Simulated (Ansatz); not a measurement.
# A hypothetical structure for NiSn5

This structure for NiSn5 is made up. Its elements were placed in a known structure type with a cell scaled to their sizes. What cell does the guess relax to, and how far off was it?

Method: DFT, PBEsol, plane-wave PAW, files of the set soft_1, scalar-relativistic, ferromagnetic start, cell and ions relaxed at zero pressure; PAW set soft_1, in the first sound run; inputs show where later runs differ, in Ansatz 0.2.0.

## 1. Starting point

The structure is monoclinic, space group Cm (No. 8). Conventional cell: a = 12.346 Å, b = 3.315 Å, c = 7.619 Å, α = 90.00°, β = 106.51°, γ = 90.00°. Nearest to Sn lie 2 Ni at 3.15 Å and 10 Sn at 3.20 to 3.42 Å. Nearest to Sn lie 1 Ni at 3.18 Å and 11 Sn at 3.25 to 3.38 Å. Sn has 2 Ni at 3.25 Å and 10 Sn at 3.30 to 3.38 Å nearest. Nearest to Sn lie 9 Sn at 3.18 to 3.31 Å and 3 Ni at 3.25 to 3.43 Å. Nearest to Sn lie 10 Sn at 3.18 to 3.42 Å and 2 Ni at 3.27 Å. Nearest to Ni lie 10 Sn at 3.15 to 3.43 Å and 2 Ni at 3.31 Å. Farther neighbours are not listed.

Coordinates:

```cif
data_structure
_symmetry_space_group_name_H-M 'P 1'
_symmetry_Int_Tables_number 1
_cell_length_a 6.3917
_cell_length_b 6.3917
_cell_length_c 7.6190
_cell_angle_alpha 105.930
_cell_angle_beta 105.930
_cell_angle_gamma 30.060
_cell_volume 149.48
loop_
_atom_site_label
_atom_site_type_symbol
_atom_site_fract_x
_atom_site_fract_y
_atom_site_fract_z
_atom_site_occupancy
Sn1 Sn 0.72870 0.72870 0.94820 1
Sn2 Sn 0.33470 0.33470 0.66550 1
Sn3 Sn 0.05300 0.05300 0.60770 1
Sn4 Sn 0.66770 0.66770 0.32940 1
Sn5 Sn 0.00010 0.00010 0.00870 1
Ni6 Ni 0.38230 0.38230 0.27610 1
```

## 2. Relaxation of the guess

The guess takes its coordinates from another compound and its volume from a rule, so the cell and any free coordinates are relaxed together.

input.yaml reads:

```yaml
crystal:
  lattice:
    - [6.173, -1.6575, 0.0]
    - [6.173, 1.6575, 0.0]
    - [-2.165187885, 0.0, 7.304869775]
  atoms:
    - { symbol: Sn, position: [0.7287, 0.7287, 0.9482] }
    - { symbol: Sn, position: [0.3347, 0.3347, 0.6655] }
    - { symbol: Sn, position: [0.053, 0.053, 0.6077] }
    - { symbol: Sn, position: [0.6677, 0.6677, 0.3294] }
    - { symbol: Sn, position: [0.0001, 0.0001, 0.0087] }
    - { symbol: Ni, position: [0.3823, 0.3823, 0.2761], spin: 1.0 }
magnetization:
  spin_polarized: true
kpoints:
  mp_grid: { grid: [8, 8, 4] }
scf:
  occupations: { method: fermi_dirac, width: 0.05 }
hamiltonian:
  xc: pbesol
  pseudopotentials: { kind: paw, azcp: { folder: soft_1 }, xc_functional: pbe }
relax:
  f_tol: 0.015
  max_steps: 70
  cell: {}
output:
  forces: true
  stress: true
```

Started as:

```
ansatz run input.yaml --threads 4 --pin off --max-ram 10240MiB --backend cpu --events-out ev --progress --plain --runs-dir out
```

Numbers of over 12 decimals in the logs are rounded to 6 here.

The log of the run:

```text
Engine: ansatz 0.2.0, aarch64-unknown-linux-gnu
Pseudopotentials: kind: paw
Pseudopotential: Sn, paw, valence charge 14, recommended cutoff 420 eV (normal), soft_1/Sn.paw.azcp
Pseudopotential: Ni, paw, valence charge 18, recommended cutoff 420 eV (normal), soft_1/Ni.paw.azcp
Functional definition: PBEsol
  exchange = pbesol_x
  correlation = pbesol_c
Crystal: 6 atoms, lattice volume = 149.483 Å³
Basis set: ecut = 420 eV, 2943 PW (Γ), exchange–correlation on 90×90×108 points (8 copies of the dense FFT grid, shifted against one another)
Bands: 54, of which v1, the nominal top of the filled ones, is band 44 counted from 1 (43 counted from 0)
Symmetry: 2 space group operations
Space group: Cm (ITA 8), of the structure as read, at distance tolerance 5.3e-5 Å
Magnetic group: BNS 8.32 (UNI 39), of the structure as read, at distance tolerance 5.3e-5 Å
k-points: 78 of 256 (time reversal used)
Non-local potential: Sn, projectors of the file, l = 0: 2, l = 1: 2, l = 2: 2, l = 3: 1
Non-local potential: Ni, projectors of the file, l = 0: 3, l = 1: 2, l = 2: 3, l = 3: 1
PAW form: soft (Blöchl's): semilocal exchange-correlation on the pseudo side does not see the compensation charge
PAW frozen core: Sn, regenerated for the run's functional, and the local potential with it (the file was generated under x = pbe(κ = 0.804, μ = 0.219515), c = pbe(β = 0.066725))
PAW frozen core: Ni, regenerated for the run's functional, and the local potential with it (the file was generated under x = pbe(κ = 0.804, μ = 0.219515), c = pbe(β = 0.066725))
PAW one-centre angular grid: Sn, 590 points (default); XC on 64 Gauss nodes
PAW one-centre angular grid: Ni, 590 points (default); XC on 64 Gauss nodes
Initial density: superposition of atomic densities (chi_scale 0.1, normalization cell)
Starting moments: Σ|m| = 1 μB on 1 of 6 sites
Initial wavefunctions: pseudopotential atomic-orbital guess
Functional: x = pbesol(κ = 0.804, μ = 0.123457), c = pbesol(β = 0.046)
SCF iter   1: F=—  HF=-35551.042753 eV  |F-HF|=—  |Δ(HF+E_count)|=         —  Δρ=2.76e-2 (↑1.41e-2 ↓2.76e-2)  dr2=3.10e0  dr2_m=7.18e-2  M=0.704 μB ∫|m|=0.841 μB  β_m=0.30  ethr=3.10e-3  ⟨swp⟩=7.0  Hψ=33731  notcnv=0  defer=41
Mixer restart at iter 1: flushing history
preconditioner: auto → Kerker (q_TF=auto, 2.498 Å⁻¹)  [metal: Δε(μ)=0.013 eV  Ē_g=17.189 eV  σ=0.050 eV  W_gap=0.06  n_scr=42 (ndim 8)  ℏωp=27.2 eV  f_vac=0.000  D(μ)=4.51/eV (n_scr^D=32)]
spin=Collinear: Kerker preconditioning applied to the charge; magnetization (m = ρ↑ − ρ↓) channel mixes plain (no charge-response kernel on spin).
SCF iter   2: F=—  HF=-35552.068106 eV  |F-HF|=—  |Δ(HF+E_count)|=    1.03e0  Δρ=1.19e-2 (↑6.06e-3 ↓1.19e-2)  dr2=8.42e-1  dr2_m=5.72e-2  M=0.662 μB ∫|m|=0.826 μB  β_m=0.38  ethr=3.10e-3  ⟨swp⟩=2.0  Hψ=12318  notcnv=0  defer=406
SCF iter   3: F=—  HF=-35552.414514 eV  |F-HF|=—  |Δ(HF+E_count)|=   3.46e-1  Δρ=1.71e-2 (↑3.75e-3 ↓1.71e-2)  dr2=1.06e0  dr2_m=9.43e-2  M=0.526 μB ∫|m|=0.702 μB  β_m=0.11  ethr=9.57e-4  ⟨swp⟩=2.0  Hψ=10795  notcnv=0  defer=406
SCF iter   4: F=—  HF=-35552.720207 eV  |F-HF|=—  |Δ(HF+E_count)|=   3.06e-1  Δρ=1.06e-2 (↑1.06e-2 ↓6.07e-3)  dr2=2.53e-1  dr2_m=6.64e-2  M=0.448 μB ∫|m|=0.635 μB  β_m=0.44  ethr=9.57e-4  ⟨swp⟩=2.1  Hψ=10799  notcnv=0  defer=406
SCF iter   5: F=—  HF=-35552.693406 eV  |F-HF|=—  |Δ(HF+E_count)|=         —  Δρ=1.19e-2 (↑1.19e-2 ↓3.91e-3)  dr2=8.03e-2  dr2_m=8.39e-2  M=0.085 μB ∫|m|=0.185 μB  β_m=0.44  ethr=2.87e-4  ⟨swp⟩=3.1  Hψ=16032  notcnv=0  defer=404
Mixer restart at iter 5: flushing history
SCF iter   6: F=—  HF=-35552.713112 eV  |F-HF|=—  |Δ(HF+E_count)|=   1.97e-2  Δρ=5.97e-3 (↑5.97e-3 ↓5.64e-3)  dr2=4.61e-3  dr2_m=4.52e-2  M=0.065 μB ∫|m|=0.142 μB  β_m=0.72  ethr=9.13e-5  ⟨swp⟩=2.0  Hψ=11243  notcnv=0  defer=406
SCF iter   7: F=—  HF=-35552.732350 eV  |F-HF|=—  |Δ(HF+E_count)|=   1.92e-2  Δρ=9.15e-3 (↑9.15e-3 ↓4.84e-3)  dr2=2.04e-1  dr2_m=6.42e-3  M=0.034 μB ∫|m|=0.069 μB  β_m=0.72  ethr=5.24e-6  ⟨swp⟩=2.6  Hψ=17435  notcnv=0  defer=404
SCF iter   8: F=—  HF=-35552.707236 eV  |F-HF|=—  |Δ(HF+E_count)|=   2.51e-2  Δρ=2.89e-3 (↑1.73e-3 ↓2.89e-3)  dr2=1.93e-2  dr2_m=4.65e-4  M=0.011 μB ∫|m|=0.023 μB  β_m=0.86  ethr=5.24e-6  ⟨swp⟩=3.1  Hψ=18067  notcnv=0  defer=402
SCF iter   9: F=—  HF=-35552.709840 eV  |F-HF|=—  |Δ(HF+E_count)|=   2.60e-3  Δρ=2.17e-3 (↑1.64e-3 ↓2.17e-3)  dr2=1.65e-2  dr2_m=9.68e-5  M=0.006 μB ∫|m|=0.012 μB  β_m=0.86  ethr=5.24e-6  ⟨swp⟩=1.8  Hψ=9751  notcnv=0  defer=399
SCF iter  10: F=—  HF=-35552.708820 eV  |F-HF|=—  |Δ(HF+E_count)|=   1.02e-3  Δρ=5.21e-4 (↑1.25e-4 ↓5.21e-4)  dr2=6.44e-4  dr2_m=5.55e-5  M=0.003 μB ∫|m|=0.005 μB  β_m=0.78  ethr=5.24e-6  ⟨swp⟩=2.0  Hψ=15742  notcnv=0  defer=397
SCF iter  11: F=—  HF=-35552.708741 eV  |F-HF|=—  |Δ(HF+E_count)|=   7.82e-5  Δρ=4.33e-5 (↑1.17e-5 ↓4.33e-5)  dr2=3.81e-6  dr2_m=4.21e-7  M=0.000 μB ∫|m|=0.001 μB  β_m=0.89  ethr=7.31e-7  ⟨swp⟩=2.0  Hψ=9085  notcnv=0  defer=397
SCF iter  12: F=—  HF=-35552.708742 eV  |F-HF|=—  |Δ(HF+E_count)|=   1.08e-7  Δρ=1.34e-5 (↑1.34e-5 ↓4.61e-6)  dr2=4.36e-7  dr2_m=3.01e-8  M=0.000 μB ∫|m|=0.000 μB  β_m=0.94  ethr=4.33e-9  ⟨swp⟩=2.0  Hψ=15250  notcnv=0  defer=397
SCF iter  13: F=—  HF=-35552.708742 eV  |F-HF|=—  |Δ(HF+E_count)|=   1.14e-8  Δρ=2.51e-6 (↑2.51e-6 ↓7.59e-7)  dr2=1.72e-8  dr2_m=1.37e-9  M=0.000 μB ∫|m|=0.000 μB  β_m=0.97  ethr=4.95e-10  ⟨swp⟩=1.9  Hψ=9159  notcnv=0  defer=397
SCF iter  14: F=—  HF=-35552.708741 eV  |F-HF|=—  |Δ(HF+E_count)|=   2.39e-9  Δρ=6.56e-7 (↑5.62e-7 ↓6.56e-7)  dr2=2.62e-9  dr2_m=4.09e-12  M=0.000 μB ∫|m|=0.000 μB  β_m=0.98  ethr=1.96e-11  ⟨swp⟩=1.9  Hψ=9263  notcnv=0  defer=397
SCF iter  15: F=-35552.708741 eV  HF=-35552.708742 eV  |F-HF|=2.65e-8  |Δ(HF+E_count)|=   1.91e-9  Δρ=2.17e-6 (↑2.17e-6 ↓2.13e-6)  dr2=2.78e-8  dr2_m=6.09e-13  M=-0.000 μB ∫|m|=0.000 μB  ethr=2.97e-12  ⟨swp⟩=2.0  Hψ=22720  notcnv=0
WARN: the starting moments were not kept: the SCF closed with an absolute magnetisation of 2.0e-6 μB, where they sum to 1 μB in size (1 site). That is at most 0.1 of that sum. Measured as dr2_m measures the in/out step, that magnetisation stands 6.1e-12 eV from none, at or under the dr2_threshold of 1.0e-7 eV: it is no larger than a step whose dr2_m would equal this threshold. The system may hold no moment; this SCF  [...]
SCF 1 converged in 15 iterations: F = -35552.708741 eV  dr2 = 2.78e-8
  greatest PAW one-centre occupation: 1.001 electrons in one spin orbital (limit 2), on the Ni atom at site 5 (counted from 0), in its partial waves of l = 1
[...]
relax step  17: F+E_penalty+E_count = -35554.10175987 eV  Δ(F+E_penalty+E_count) = -7.497e-5 eV  max|allowed force component| = 1.005e-3 eV/Å  Δτ_max = 0.0044 Å  P = +0.001 GPa  Ω = 139.243 Å³  energy of the carried Pulay correction = +8.955e-4 eV  (9 SCF iters, dr2 threshold 1.79e-8 eV, accepted)
Basis set: ecut = 420 eV, 2735 PW (Γ), exchange–correlation on 90×90×120 points (8 copies of the dense FFT grid, shifted against one another)
Initial wavefunctions: pseudopotential atomic-orbital guess (no wavefunctions were taken with the density)
iter 1 solved again at ethr=2.90e-7 eV; its pass at ethr=3.10e-3 eV (dr2=2.55e-4 eV) is discarded
SCF iter   1: F=—  HF=-35554.101589 eV  |F-HF|=—  |Δ(HF+E_count)|=         —  Δρ=2.70e-4 (↑2.70e-4 ↓2.70e-4)  dr2=1.08e-4  dr2_m=2.16e-14  M=-0.000 μB ∫|m|=0.000 μB  β_m=0.65  ethr=2.90e-7  ⟨swp⟩=3.0  Hψ=54792  notcnv=0
preconditioner: auto → Kerker (q_TF=auto, 2.440 Å⁻¹)  [metal: Δε(μ)=0.007 eV  Ē_g=18.000 eV  σ=0.050 eV  W_gap=0.03  n_scr=32 (ndim 8)  ℏωp=28.1 eV  f_vac=0.000  D(μ)=3.58/eV (n_scr^D=22)]
spin=Collinear: Kerker preconditioning applied to the charge; magnetization (m = ρ↑ − ρ↓) channel mixes plain (no charge-response kernel on spin).
SCF iter   2: F=—  HF=-35554.101654 eV  |F-HF|=—  |Δ(HF+E_count)|=   6.48e-5  Δρ=8.22e-5 (↑8.22e-5 ↓8.22e-5)  dr2=4.90e-6  dr2_m=6.83e-15  M=0.000 μB ∫|m|=0.000 μB  β_m=0.55  ethr=1.22e-7  ⟨swp⟩=2.0  Hψ=9636  notcnv=0
SCF iter   3: F=—  HF=-35554.101678 eV  |F-HF|=—  |Δ(HF+E_count)|=   2.45e-5  Δρ=4.68e-5 (↑4.68e-5 ↓4.68e-5)  dr2=6.15e-6  dr2_m=3.95e-15  M=-0.000 μB ∫|m|=0.000 μB  β_m=0.49  ethr=5.57e-9  ⟨swp⟩=2.0  Hψ=15366  notcnv=0
SCF iter   4: F=—  HF=-35554.101678 eV  |F-HF|=—  |Δ(HF+E_count)|=   6.19e-8  Δρ=2.54e-5 (↑2.54e-5 ↓2.54e-5)  dr2=1.88e-6  dr2_m=6.08e-15  M=0.000 μB ∫|m|=0.000 μB  β_m=0.74  ethr=5.57e-9  ⟨swp⟩=2.0  Hψ=15290  notcnv=0
SCF iter   5: F=—  HF=-35554.101685 eV  |F-HF|=—  |Δ(HF+E_count)|=   7.05e-6  Δρ=3.24e-5 (↑3.24e-5 ↓3.24e-5)  dr2=4.83e-6  dr2_m=5.37e-15  M=-0.000 μB ∫|m|=0.000 μB  β_m=0.87  ethr=2.14e-9  ⟨swp⟩=2.0  Hψ=9558  notcnv=0
SCF iter   6: F=—  HF=-35554.101689 eV  |F-HF|=—  |Δ(HF+E_count)|=   4.35e-6  Δρ=2.55e-5 (↑2.55e-5 ↓2.55e-5)  dr2=3.45e-6  dr2_m=5.09e-14  M=0.000 μB ∫|m|=0.000 μB  β_m=0.94  ethr=2.14e-9  ⟨swp⟩=2.0  Hψ=10000  notcnv=0
SCF iter   7: F=—  HF=-35554.101692 eV  |F-HF|=—  |Δ(HF+E_count)|=   2.29e-6  Δρ=1.17e-5 (↑1.17e-5 ↓1.17e-5)  dr2=7.27e-7  dr2_m=3.25e-14  M=0.000 μB ∫|m|=0.000 μB  β_m=0.97  ethr=2.14e-9  ⟨swp⟩=2.1  Hψ=11521  notcnv=0
SCF iter   8: F=—  HF=-35554.101692 eV  |F-HF|=—  |Δ(HF+E_count)|=   4.72e-7  Δρ=1.89e-6 (↑1.88e-6 ↓1.89e-6)  dr2=1.74e-8  dr2_m=1.71e-14  M=-0.000 μB ∫|m|=0.000 μB  β_m=0.96  ethr=8.26e-10  ⟨swp⟩=2.2  Hψ=11742  notcnv=0
SCF iter   9: F=—  HF=-35554.101692 eV  |F-HF|=—  |Δ(HF+E_count)|=   5.38e-9  Δρ=5.33e-7 (↑5.32e-7 ↓5.33e-7)  dr2=1.20e-9  dr2_m=3.07e-15  M=-0.000 μB ∫|m|=0.000 μB  β_m=0.98  ethr=1.97e-11  ⟨swp⟩=2.3  Hψ=10278  notcnv=0
SCF iter  10: F=—  HF=-35554.101692 eV  |F-HF|=—  |Δ(HF+E_count)|=   2.47e-9  Δρ=2.23e-7 (↑2.23e-7 ↓2.23e-7)  dr2=3.21e-10  dr2_m=1.05e-16  M=-0.000 μB ∫|m|=0.000 μB  β_m=0.99  ethr=1.37e-12  ⟨swp⟩=2.0  Hψ=8987  notcnv=0
SCF iter  11: F=—  HF=-35554.101692 eV  |F-HF|=—  |Δ(HF+E_count)|=  4.00e-10  Δρ=7.23e-8 (↑7.23e-8 ↓7.22e-8)  dr2=3.31e-11  dr2_m=1.21e-17  M=0.000 μB ∫|m|=0.000 μB  β_m=0.99  ethr=1.00e-12  ⟨swp⟩=2.0  Hψ=9919  notcnv=0
SCF iter  12: F=-35554.101692 eV  HF=-35554.101692 eV  |F-HF|=5.82e-11  |Δ(HF+E_count)|=  3.64e-11  Δρ=9.05e-8 (↑9.05e-8 ↓9.05e-8)  dr2=4.87e-11  dr2_m=8.28e-19  M=-0.000 μB ∫|m|=0.000 μB  ethr=1.00e-12  ⟨swp⟩=3.8  Hψ=27839  notcnv=0
the starting moments were not kept: the SCF closed with an absolute magnetisation of 1.1e-9 μB, where they sum to 1 μB in size (1 site). That is at most 0.1 of that sum. Measured as dr2_m measures the in/out step, that magnetisation stands 2.0e-19 eV from none, at or under the dr2_threshold of 6.0e-11 eV: it is no larger than a step whose dr2_m would equal this threshold.
SCF 18 converged in 12 iterations: F = -35554.101692 eV  dr2 = 4.87e-11
relax step  18: F+E_penalty+E_count = -35554.10169221 eV  Δ(F+E_penalty+E_count) = +6.766e-5 eV  max|allowed force component| = 1.172e-3 eV/Å  Δτ_max = 0.0000 Å  P = +0.011 GPa  Ω = 139.243 Å³  stress off target by 3.91e-2 GPa  SCF on the basis re-selected at this cell (its energy is not comparable with the rows above)  (12 SCF iters)
basis re-selected at this cell: Δ(F+E_penalty+E_count) = +6.766e-5 eV, ΔP = +0.010 GPa vs the last step (what re-selecting the basis moved, of the pressure what is left beyond the Pulay correction that the steps carried, after the strain that the cell walked since its last selection, with what the two solves' SCF thresholds leave and, on support functions, any second-order correction that the steps lacked; it is no measure of the basis error at this ecutwfc). The dense FFT grid was sized anew with the basis: this SCF ran on 45×45×60 points, the steps before it on 45×45×54, so part of this shift can come from that change (see relax.cell in the input reference). [rest of the remark cut]
SCF converged after 12 iterations
Magnetization: -0.0000 μB (44.0000 up, 44.0000 down)
Absolute magnetization: 0.0000 μB (∫|ρ↑−ρ↓|, with the PAW one-centre terms)
Spin contamination: 0.0000 ħ² per cell (⟨S²⟩ above its minimum at these occupations)
Per-site moments (μB) at R_I (Å): [(-2.377621362821744e-11, 1.166881), (-7.04949214819196e-11, 1.316728), (2.586301892616092e-11, 1.167062), (7.955011126824118e-11, 1.103843), (2.522110834051402e-11, 1.103892), (-2.377682003167397e-10, 1.103843)]
Free energy (F): -35554.101692 eV
Harris-Foulkes:  -35554.101692 eV  (|F-HF|=5.82e-11)
Internal energy: -35554.072936 eV  (E = F + TS)
E sigma→0 (E₀):  -35554.087314 eV
Entropy (-TS):   -0.028756 eV (-4.793 meV/atom)
Fermi energy:    12.059249 eV
--- Per-component energies (eV) ---
  E_band       = -708.163356
  E_kinetic    = 1182.904801
  E_local      = -9503.111801  (includes V_loc(G=0)·N_el)
  E_nonlocal   = 622.310895
  E_hartree    = 4879.095666
  E_xc         = -737.577285
  E_vxc        = -549.534049  (∫ρ·V_xc dr)
  E_paw        = -23103.563736  (= ΣΔE_a)
  E_vpaw       = -2218.927554  (= ΣTr[D̂ρ^β])
  E_aug_tail   = 0.002354  (compensation charges beyond the density's cutoff)
  E_ewald      = -8895.755317
  E_core_change = 1.621487  (= ΣΔE_core)
  E_smearing   = -0.028756  (= −TS)
  E_closure    = -0.000000  (closes the sum)
  Σ components = -35554.101692   (vs F -35554.101692, Δ=0.00e0)
--- Forces (eV/Å), atoms counted from 1 ---
  atom   1  Sn    -0.00012241     0.00000000    -0.00053521
  atom   2  Sn    -0.00026746    -0.00000000    -0.00003346
  atom   3  Sn     0.00004095    -0.00000000     0.00034507
  atom   4  Sn     0.00080612    -0.00000000    -0.00103402
  atom   5  Sn    -0.00067793     0.00000000     0.00117164
  atom   6  Ni     0.00022071     0.00000000     0.00008598
  max |Σ_I F_I| component: 1.09e-8 eV/Å
--- Stress (GPa, compression-positive) ---
        0.008628       0.000000      -0.016419
        0.000000      -0.005068      -0.000000
       -0.016419      -0.000000       0.030271
  P = ⅓ Tr σ = 0.0113 GPa (0.113 kbar)
--- Relaxed structure (17 steps of the walk, 16 accepted, 1 SCFs on fresh bases) ---
  F+E_penalty+E_count = -35554.10169221 eV   max|allowed force component| = 1.172e-3 eV/Å   (the final SCF, on the basis selected at the relaxed cell)
  cell:  # Å, volume = 139.2427 Å³
    - [5.857725, -1.606734, -0.557875]
    - [5.857725, 1.606734, -0.557875]
    - [-2.714771, -7.362473164835343e-18, 7.655784]
  atoms:
    - { symbol: Sn, position: [0.693293, 0.693293, 0.936682] }
    - { symbol: Sn, position: [0.361151, 0.361151, 0.722614] }
    - { symbol: Sn, position: [0.028875, 0.028875, 0.508509] }
    - { symbol: Sn, position: [0.734232, 0.734232, 0.349144] }
    - { symbol: Sn, position: [-0.012096, -0.012096, 0.096070] }
    - { symbol: Ni, position: [0.361046, 0.361046, 0.222581] }
```

The job ended after 12 min (4 threads of Arm Neoverse V1, shared host; peak memory 1.1 GiB).

The steps of the relaxation:

| step | energy less that of the first step (eV) | largest force component (eV/Å) | pressure (GPa) | volume (Å³) |
| --- | --- | --- | --- | --- |
| 1 | 0.0000 | 0.8677 | -4.22 | 149.48 |
| 2 | -0.6037 | 0.5528 | 0.64 | 136.77 |
| 3 | -0.8321 | 0.4327 | 1.09 | 137.28 |
| 4 | -1.0845 | 0.3211 | 0.29 | 139.92 |
| 5 | -1.2384 | 0.2862 | 0.72 | 140.76 |
| 6 | -1.3309 | 0.0941 | -0.24 | 142.41 |
| 7 | -1.3445 | 0.0443 | -0.14 | 141.55 |
| 8 | -1.3512 | 0.1178 | -0.08 | 139.88 |
| 9 | -1.3626 | 0.1164 | 0.36 | 138.34 |
| 10 | -1.3770 | 0.0734 | 0.25 | 138.70 |
| 11 | -1.3833 | 0.0398 | -0.35 | 140.36 |
| 12 | -1.3663 | 0.2185 | 0.15 | 139.49 |
| 13 | -1.3888 | 0.0585 | -0.13 | 139.92 |
| 14 | -1.3909 | 0.0225 | 0.27 | 138.58 |
| 15 | -1.3926 | 0.0096 | -0.11 | 139.51 |
| 16 | -1.3929 | 0.0082 | 0.04 | 139.17 |
| 17 | -1.3930 | 0.0010 | 0.00 | 139.24 |
| 18* | -1.3930 | 0.0012 | 0.01 | 139.24 |

Relaxation steps marked * repeat the geometry before them on a plane-wave basis chosen anew for their cell, so energy and pressure can jump there. Relaxation step 12 was tried and not accepted.

Forces are held to the 2 operations that the run works with; a distortion that breaks them can't arise in this run.

| cell as run | before | after | change |
| --- | --- | --- | --- |
| a (Å) | 6.392 | 6.100 | -4.6 % |
| b (Å) | 6.392 | 6.100 | -4.6 % |
| c (Å) | 7.619 | 8.123 | +6.6 % |
| α (°) | 105.93 | 114.03 | +7.6 % |
| β (°) | 105.93 | 114.03 | +7.6 % |
| γ (°) | 30.06 | 30.55 | +1.6 % |
| volume (Å³/atom) | 24.91 | 23.21 | -6.9 % |

The atoms that moved most (Å, as changes of fractional coordinates times the final cell):

| atom | dx | dy | dz | length |
| --- | --- | --- | --- | --- |
| Sn5 | -0.380 | 0.000 | 0.682 | 0.781 |
| Sn3 | -0.013 | 0.000 | -0.732 | 0.733 |
| Sn4 | 0.726 | 0.000 | 0.077 | 0.730 |
| Sn2 | 0.155 | 0.000 | 0.408 | 0.436 |
| Ni6 | -0.104 | 0.000 | -0.386 | 0.400 |
| Sn1 | -0.384 | 0.000 | -0.049 | 0.387 |

The relaxed structure:

```xyz
6
Lattice="5.8577 -1.6067 -0.5579 5.8577 1.6067 -0.5579 -2.7148 0.0000 7.6558" Properties=species:S:1:pos:R:3 pbc="T T T"
Sn    5.5794    0.0000    6.3975
Sn    2.2693    0.0000    5.1292
Sn   -1.0422    0.0000    3.8608
Sn    7.6540    0.0000    1.8538
Sn   -0.4025    0.0000    0.7490
Ni    3.6256    0.0000    1.3012
```

Numbers from this step:

```yaml
free_energy: -35554.1017 eV
energy_at_zero_smearing: -35554.0873 eV
smearing_term_ts: 0.02876 eV
fermi_energy: 12.06 eV
electrons: 88
symmetry_operations: 2
pressure: 0.01128 GPa
```

Shortest distances by pair of elements, guess and relaxed (not always the same contact):

| pair | guess (Å) | relaxed (Å) |
| --- | --- | --- |
| Ni–Sn | 3.145 | 2.676 |
| Sn–Sn | 3.182 | 3.148 |
| Ni–Ni | 3.315 | 3.213 |

The relaxation ends with a largest force component of 0.0012 eV/Å and a pressure of 0.01 GPa. The starting moments have collapsed: the run ends non-magnetic.

[end of part 1 of 2]

[Logs are printed without paths, hosts, clocks, repeated set-up lines and the standing remarks that a program may print on its own settings, such as how far it seeks lower states.]

[Hosts, paths, dates, database ids (printed as entryN), source tags and the programs' standing remarks are cut or masked in the printed files.]
